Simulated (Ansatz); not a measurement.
# SnWO4 (Pnna): spin-orbit coupling beyond the local functionals

Aim: the spin-orbit change of the gap of SnWO4 (Pnna).

Main program and level: Ansatz 0.2.0; density functionals with and without spin-orbit coupling, plane waves, PAW.

## (1) Starting point

Symmetry: Pnna, No. 52, orthorhombic system. The conventional cell has a = 5.627 Å, b = 11.649 Å, c = 4.997 Å, α = 90.00°, β = 90.00°, γ = 90.00°. Nearest to Sn lie 4 O at 2.18 to 2.39 Å. W has 6 O at 1.80 to 2.14 Å nearest. Nearest to O lie 2 W at 1.80 to 2.14 Å. Nearest to O lie 1 W at 1.89 Å and 2 Sn at 2.18 to 2.39 Å. Farther neighbours and most contacts between anions are not listed.

The cell and positions come from the Crystallography Open Database and are kept as given unless a step says otherwise. Spin-orbit coupling is left out unless a step names it. The default PAW set here is soft_2. Its files were made with PBE.

## (2) HSE06, 2×2×2 mesh

This step: DFT, HSE06, plane waves, PAW.

Contents of input.yaml:

```yaml
crystal:
  lattice:
    - [5.627, 0.0, 0.0]
    - [0.0, 11.6486, 0.0]
    - [0.0, 0.0, 4.9973]
  atoms:
    - { symbol: Sn, position: [0.25, 0.0, 0.2196] }
    - { symbol: Sn, position: [0.25, 0.5, 0.2804] }
    - { symbol: Sn, position: [0.75, 0.0, 0.7804] }
    - { symbol: Sn, position: [0.75, 0.5, 0.7196] }
    - { symbol: W, position: [0.6677, 0.25, 0.25] }
    - { symbol: W, position: [0.8323, 0.75, 0.25] }
    - { symbol: W, position: [0.3323, 0.75, 0.75] }
    - { symbol: W, position: [0.1677, 0.25, 0.75] }
    - { symbol: O, position: [0.3765, 0.2987, 0.9988] }
    - { symbol: O, position: [0.1235, 0.7013, 0.9988] }
    - { symbol: O, position: [0.3765, 0.2013, 0.5012] }
    - { symbol: O, position: [0.1235, 0.7987, 0.5012] }
    - { symbol: O, position: [0.6235, 0.7013, 0.0012] }
    - { symbol: O, position: [0.8765, 0.2987, 0.0012] }
    - { symbol: O, position: [0.6235, 0.7987, 0.4988] }
    - { symbol: O, position: [0.8765, 0.2013, 0.4988] }
    - { symbol: O, position: [0.1019, 0.3961, 0.6037] }
    - { symbol: O, position: [0.3981, 0.6039, 0.6037] }
    - { symbol: O, position: [0.1019, 0.1039, 0.8963] }
    - { symbol: O, position: [0.3981, 0.8961, 0.8963] }
    - { symbol: O, position: [0.8981, 0.6039, 0.3963] }
    - { symbol: O, position: [0.6019, 0.3961, 0.3963] }
    - { symbol: O, position: [0.8981, 0.8961, 0.1037] }
    - { symbol: O, position: [0.6019, 0.1039, 0.1037] }
kpoints:
  mp_grid: { grid: [2, 2, 2] }
  band_path:
    path:
      - [0.0, 0.0, 0.0]
      - [0.5, 0.0, 0.0]
      - [0.5, 0.5, 0.0]
      - [0.0, 0.5, 0.0]
      - [0.0, 0.0, 0.5]
      - [0.5, 0.0, 0.5]
      - [0.5, 0.5, 0.5]
      - [0.0, 0.5, 0.5]
      - [0.0, 0.0, 0.25]
      - [0.0, 0.4, 0.0]
    npoints: 1
hamiltonian:
  xc: hse06
scf:
  occupations: { method: fixed }
  n_extra_bands: 12
output:
  eigenvalues: true
```

Run with:

```
> ansatz run input.yaml --threads 24 --pin off --max-ram 82944MiB --backend cuda --events-out ev --progress --plain --runs-dir out --devices 1 --max-vram 78GiB
```

Numbers of over 12 decimals in the logs are rounded to 6 here.

The program printed:

```text
scf.n_extra_bands = 12 over 104 filled bands (N_el = 208.0): the run solves 116 bands
exact exchange: scf.exx.singularity resolves to wigner_seitz, which cuts the screened interaction at the faces of the exchange supercell's Wigner-Seitz cell, so that each pair interacts once, at the shortest of its separations (the periodic images that this leaves out come, for a point-like exchange hole, to about 0.003 eV on a filled level). The cut falls within the interaction's reach, and what an exchange supercel [...]
GPUs: using 1 of 1 available (devices: 1).
Engine: ansatz 0.2.0, aarch64-unknown-linux-gnu
Pseudopotentials: kind: paw
Pseudopotential: Sn, paw, valence charge 14, recommended cutoff 420 eV (normal), Sn.paw.azcp
Pseudopotential: W, paw, valence charge 14, recommended cutoff 420 eV (normal), W.paw.azcp
Pseudopotential: O, paw, valence charge 6, recommended cutoff 420 eV (normal), O.paw.azcp
Functional definition: HSE06
  parameter a = 0.25
  parameter omega = 0.11/bohr
  exchange = pbe_x - a*pbe_x_sr(omega) + a*exact_x_sr(omega)
  correlation = pbe_c
davidson cushion auto → on  (no smearing: the cushion is to keep the highest requested band from converging to the state above it; pin scf.eigensolver.cushion to override)
[...]
Crystal: 24 atoms, lattice volume = 327.556 Å³
Basis set: ecut = 420 eV, 6429 PW (Γ)
Bands: 116, of which v1, the nominal top of the filled ones, is band 104 counted from 1 (103 counted from 0)
Symmetry: 8 space group operations
Space group: Pnna (ITA 52), of the structure as read, at distance tolerance 6.9e-5 Å
k-points: 8
Non-local potential: Sn, projectors of the file, l = 0: 2, l = 1: 2, l = 2: 2, l = 3: 2
Non-local potential: W, projectors of the file, l = 0: 3, l = 1: 2, l = 2: 2, l = 3: 1
Non-local potential: O, projectors of the file, l = 0: 2, l = 1: 2, l = 2: 1
PAW form: soft (Blöchl's): semilocal exchange-correlation on the pseudo side does not see the compensation charge
PAW frozen core: Sn, regenerated for the run's functional, and the local potential with it (the file was generated under x = pbe(κ = 0.804, μ = 0.219515), c = pbe(β = 0.066725))
PAW frozen core: W, regenerated for the run's functional, and the local potential with it (the file was generated under x = pbe(κ = 0.804, μ = 0.219515), c = pbe(β = 0.066725))
PAW frozen core: O, regenerated for the run's functional, and the local potential with it (the file was generated under x = pbe(κ = 0.804, μ = 0.219515), c = pbe(β = 0.066725))
PAW one-centre angular grid: Sn, 590 points (default); XC on 64 Gauss nodes
PAW one-centre angular grid: W, 590 points (default); XC on 64 Gauss nodes
PAW one-centre angular grid: O, 110 points (default); XC on 96 Gauss nodes
Initial density: superposition of atomic densities (neutral atoms: chi_scale 0, normalization atom), corrected by the library's trained network
Initial wavefunctions: pseudopotential atomic-orbital guess
[...]
Functional: x = pbe(κ = 0.804, μ = 0.219515), c = pbe(β = 0.066725), warm-up for x = pbe(κ = 0.804, μ = 0.219515) + 0.25 (exact − pbe) at short range (hse, ω = 0.207870 Å⁻¹), c = pbe(β = 0.066725); HSE06 as pw.x's `hse` composes it (authors' and Libxc's form: `xc: wpbeh`)
[...]
hybrid outer 1: dexx = +1.163e-1 eV, tail = 8.08e-4 eV
[...]
SCF 3 converged in 6 iterations: F = -74735.074036 eV  dr2 = 7.44e-9
hybrid outer 2: dexx = +2.065e-5 eV, tail = 6.49e-7 eV, Δε = 4.16e-3 eV (about 1.61e-4 eV left of the loop's levels)
[...]
E_closure    = 0.000000  (closes the sum)
  Σ components = -74735.074030   (vs F -74735.074030, Δ=0.00e0)
--- Band table (eV; the first three rows and the last of 8) ---
  k-point 0: bands = ["-70.8685", "-70.8685", "-70.8667", "-70.8667", "-33.8509", "-33.8508", "-33.8057", "-33.8057", "-33.7870", "-33.7869", "-33.7129", "-33.7128", "-33.6685", "-33.6683", "-33.6517", "-33.6515", "-13.8021", "-13.7456", "-13.7393", "-13.7207", "-13.6964", "-13.6625", "-13.5078", "-13.5059", "-13.4895", "-13.4810", "-13.4728", "-13.4724", "-13.4276", "-13.4248", "-13.4075", "-13.4063", "-13.3804", "- [...]
  k-point 1: bands = ["-70.8676", "-70.8676", "-70.8676", "-70.8676", "-33.8189", "-33.8189", "-33.8187", "-33.8187", "-33.7594", "-33.7594", "-33.7593", "-33.7593", "-33.6605", "-33.6605", "-33.6603", "-33.6603", "-13.7623", "-13.7623", "-13.7493", "-13.7493", "-13.6796", "-13.6796", "-13.5066", "-13.5066", "-13.4843", "-13.4843", "-13.4710", "-13.4710", "-13.4228", "-13.4228", "-13.4058", "-13.4058", "-13.3861", "- [...]
  k-point 2: bands = ["-70.8685", "-70.8685", "-70.8667", "-70.8667", "-33.8509", "-33.8509", "-33.8057", "-33.8057", "-33.7869", "-33.7869", "-33.7129", "-33.7129", "-33.6684", "-33.6684", "-33.6516", "-33.6516", "-13.7832", "-13.7832", "-13.7085", "-13.7085", "-13.6941", "-13.6941", "-13.5067", "-13.5067", "-13.4851", "-13.4851", "-13.4726", "-13.4726", "-13.4262", "-13.4262", "-13.4069", "-13.4069", "-13.3796", "- [...]
  k-point 7: bands = ["-70.8676", "-70.8676", "-70.8676", "-70.8676", "-33.8413", "-33.8413", "-33.8413", "-33.8413", "-33.7402", "-33.7402", "-33.7401", "-33.7401", "-33.6567", "-33.6567", "-33.6566", "-33.6566", "-13.8071", "-13.8071", "-13.7774", "-13.7774", "-13.5545", "-13.5545", "-13.5460", "-13.5460", "-13.4817", "-13.4817", "-13.4816", "-13.4816", "-13.4185", "-13.4185", "-13.4180", "-13.4180", "-13.3915", "- [...]
```

The job ended after 18 s (1 × NVIDIA GB200 (shared by 2 runs) with 24 threads of Arm Neoverse V2, shared host; peak memory 2.1 GiB).

Numbers from this step:

```
gap                     : 2.084 eV
valence top at          : k = (0.000, 0.000, 0.250)
conduction bottom at    : Γ
least direct gap        : 2.138 eV
exact-exchange fraction : 0.25
```

The gap is indirect, with the least direct gap 0.05 eV higher.

## (3) HSE06+SOC, 2×2×2 mesh

Spin-orbit coupling can split or shift the edges; a non-collinear run measures by how much.

This step: DFT, HSE06 with spin-orbit coupling, plane waves, PAW.

input.yaml, as its differences from that of step 2:

```diff
@@ -49,3 +49,6 @@
   occupations: { method: fixed }
-  n_extra_bands: 12
+  n_extra_bands: 24
+magnetization:
+  noncollinear: true
+  spin_orbit: true
 output:
```

The program printed:

```text
[...]
GPUs: using 1 of 1 available (devices: 1).
[...]
non-collinear run that drives no moment, with spin-orbit: no starting moment large enough to seed its density (crystal.atoms[].spin), no starting occupations that ask for one, no magnetisation constraint and no magnetic field, so the semilocal B_xc is pinned to zero
[...]
Crystal: 24 atoms, lattice volume = 327.556 Å³
Basis set: ecut = 420 eV, 6429 PW (Γ)
Bands: 232, of which v1, the nominal top of the filled ones, is band 208 counted from 1 (207 counted from 0)
Symmetry: 8 space group operations + 8 with time reversal
[...]
k-points: 8
Projection manifold: j_resolved (fully-relativistic pseudo-atomic orbitals)
[...]
hybrid outer 1: dexx = +1.174e-1 eV, tail = 7.99e-4 eV
[...]
SCF 3 converged in 5 iterations: F = -74751.279161 eV  dr2 = 8.50e-8
[...]
```

Elapsed: 49 s, on 1 × NVIDIA GB200 (shared by 2 runs) with 24 threads; peak memory 4.5 GiB; 8.3 min of CPU time.

This step gave:

| Property | Result |
| --- | --- |
| gap | 2.068 eV |
| valence top at | k = (0.000, 0.000, 0.250) |
| conduction bottom at | Γ |
| least direct gap | 2.119 eV |
| exact-exchange fraction | 0.25 |

The gap stands −0.02 eV against HSE06.

## (4) Together

Times are wall times on 1 × NVIDIA GB200 (shared by 2 runs) with 24 threads of Arm Neoverse V2, shared host, good to a factor of about two.

```csv
level,gap (eV),with coupling (eV),change (eV),time,with coupling
HSE06,2.08,2.07,−0.02,18 s,49 s
```

## (5) Outcome

| Item | Value |
| --- | --- |
| HSE06 | 2.08 eV |
| HSE06+SOC | 2.07 eV |

In words: Spin-orbit coupling changes the gap by −0.02 eV and the least direct gap by −0.02 eV.

[Paths, hosts, dates, memory and timing lines, banners, echoed tables and standing remarks are left out of the program output.]

[Logs are printed without paths, hosts, clocks, repeated set-up lines and the standing remarks that a program may print on its own settings, such as how far it seeks lower states.]

[Runs of the session that timed out or met a known fault of the program may be left out.]

[Cells called generated may have been cut or substituted from an entry of the Crystallography Open Database or the Materials Project.]

[Hosts, paths, dates, database ids (printed as entryN), source tags and the programs' standing remarks are cut or masked in the printed files.]
